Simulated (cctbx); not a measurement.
# TlCuGeSe4: as given, inverted or twinned?

Space group I-4 (no. 82), a = 5.6820 Å, b = 5.6820 Å, c = 11.0490 Å, α = 90.00°, β = 90.00°, γ = 90.00°.

```
atom  mult.       x       y       z  Ueq (Å²)
 Tl1      2     1/2     1/2       0    0.0061
 Se1      8  0.2349  0.7630  0.1196    0.0098
 Ge1      2       0     1/2     1/4    0.0102
 Cu1      2     1/2       0     1/4    0.0085
```

The model is made up (kin elements in a known structure type, no relaxation), so it says nothing on whether the phase exists.

Data sets are simulated with cctbx and refined with Bijvoet mates kept apart; Flack x is then fitted as the share of an inverted twin with the atoms fixed, Hooft y from the Bijvoet differences. The group is acentric but holds improper operations, so there is an absolute structure (orientation) and no hand.

Untwinned crystal. What Flack and Hooft values should come out?

| λ (Å) | extinction (unmodelled) | d min (Å) | top counts | error (%) | model | R1 | Flack x | s.u. | Hooft y | s.u. | pairs |
| --- | --- | --- | --- | --- | --- | --- | --- | --- | --- | --- | --- |
| 0.71073 | 0 | 0.77 | 40000 | 6 | as given | 0.0135 | -0.003 | 0.006 | 0.006 | 0.011 | 195 |
| 0.71073 | 0 | 0.77 | 40000 | 6 | inverted | 0.0489 | 1.11 | 0.02 | 1.095 | 0.013 | 195 |
| 1.54184 | 0 | 0.83 | 5000 | 4 | as given | 0.0150 | -0.005 | 0.015 | 0.009 | 0.018 | 154 |

With Mo Kα, x is within 3 s.u. of 0, so the absolute structure is right. With Cu Kα, x is within 3 s.u. of 0, so the absolute structure is right. Inverting the model turns x into about 1 − x.

A further crystal gives:

```
 λ (Å)  extinction (unmodelled)  d min (Å)  top counts  error (%)     model      R1  Flack x   s.u.  Hooft y   s.u.  pairs
1.3414                        0       0.83       20000          4  as given  0.0173    0.139  0.009    0.143  0.008    154
```

**Question.** What is it?

It was simulated as an inversion twin with a fraction 0.15 of the inverted domain. Flack x is over 3 s.u. from both 0 and 1 and reads that fraction.

[Logs are printed without paths, hosts, clocks, repeated set-up lines and the standing remarks that a program may print on its own settings, such as how far it seeks lower states.]
